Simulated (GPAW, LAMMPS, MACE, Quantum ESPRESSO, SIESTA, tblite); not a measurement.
# Predicting plane-wave site energies from tblite GFN1-xTB: a vacancy of S in amorphous Hg33S25Se8 (66 atoms)

Density of this cell: 7.67 g/cm³. The cell holds 66 atoms: 33 Hg, 25 S and 8 Se. Its edges and angles: a = 12.034 Å, b = 12.034 Å, c = 12.034 Å, α = 90.0°, β = 90.0°, γ = 90.0°. 66 atoms (33 Hg, 25 S, 8 Se) placed at random at 7.67 g/cm³, melted at 2500 K for 10 ps at fixed volume with the Stillinger-Weber II-VI potential (Zhou et al., Phys. Rev. B 88, 085309 (2013)). Quenched from 2500 K to 500 K at 1000 K/ps and fixed volume, held 5 ps, then minimised at fixed cell. Then the atoms were relaxed with MACE MPA-0 medium in the fixed cell.

Calculated with Quantum ESPRESSO 7.5: PBE; plane waves, SSSP efficiency, 55/440 Ry; k-points Γ. The cheaper level is tblite GFN1-xTB, tight binding with its own dispersion term; k-points Γ. Each row is one cell with a vacancy of S, relaxed with MACE MPA-0 medium; both levels solve the same cells, and energies are counted from site S52 at each level.

| energy from tblite GFN1-xTB (eV) | energy from plane waves (eV) | site |
| --- | --- | --- |
| 0.000 | 0 | S52 |
| 0.083 | -0.7623 | S41 |
| 1.842 | ? | ? |
| 3.322 | 0.06117 | S57 |
| 6.124 | 0.8107 | S50 |

Task: Fit a straight line to the rows given and interpolate to the withheld row.

**Working.**

Take u as the energy from tblite GFN1-xTB and v as that from plane waves.

```
   u (eV)     v (eV)
        0          0
0.0829740  -0.762270
  3.32242  0.0611670
  6.12430   0.810737
```

With n = 4: mean u = 2.38242, mean v = 0.0274085, Σ(u − ū)² = 25.849, Σ(u − ū)(v − v̄) = 4.8440. Slope b = 4.8440 / 25.849 = 0.18740; intercept a = v̄ − b ū = -0.41905.

At the withheld site u = 1.842, and v = a + b u.

Prediction at 1.842: -0.07392 eV. The run gave -0.7140 eV, so the fit is high by 0.64 eV (90 % of the value).

The slope of 0.19 says that tblite GFN1-xTB stretches the spread of the sites. Taken as it stands, without the line, its value misses the withheld site by 2.6 eV. Among the rows given, the largest miss of the fit is at 0.000, by 0.42 eV (27 % of the range of the table).

Limits: Few sites, one cell. The geometries are those of MACE MPA-0 medium, not of DFT.

[Logs are printed without paths, hosts, clocks, repeated set-up lines and the standing remarks that a program may print on its own settings, such as how far it seeks lower states.]

[Hosts, paths, dates, database ids (printed as entryN), source tags and the programs' standing remarks are cut or masked in the printed files.]
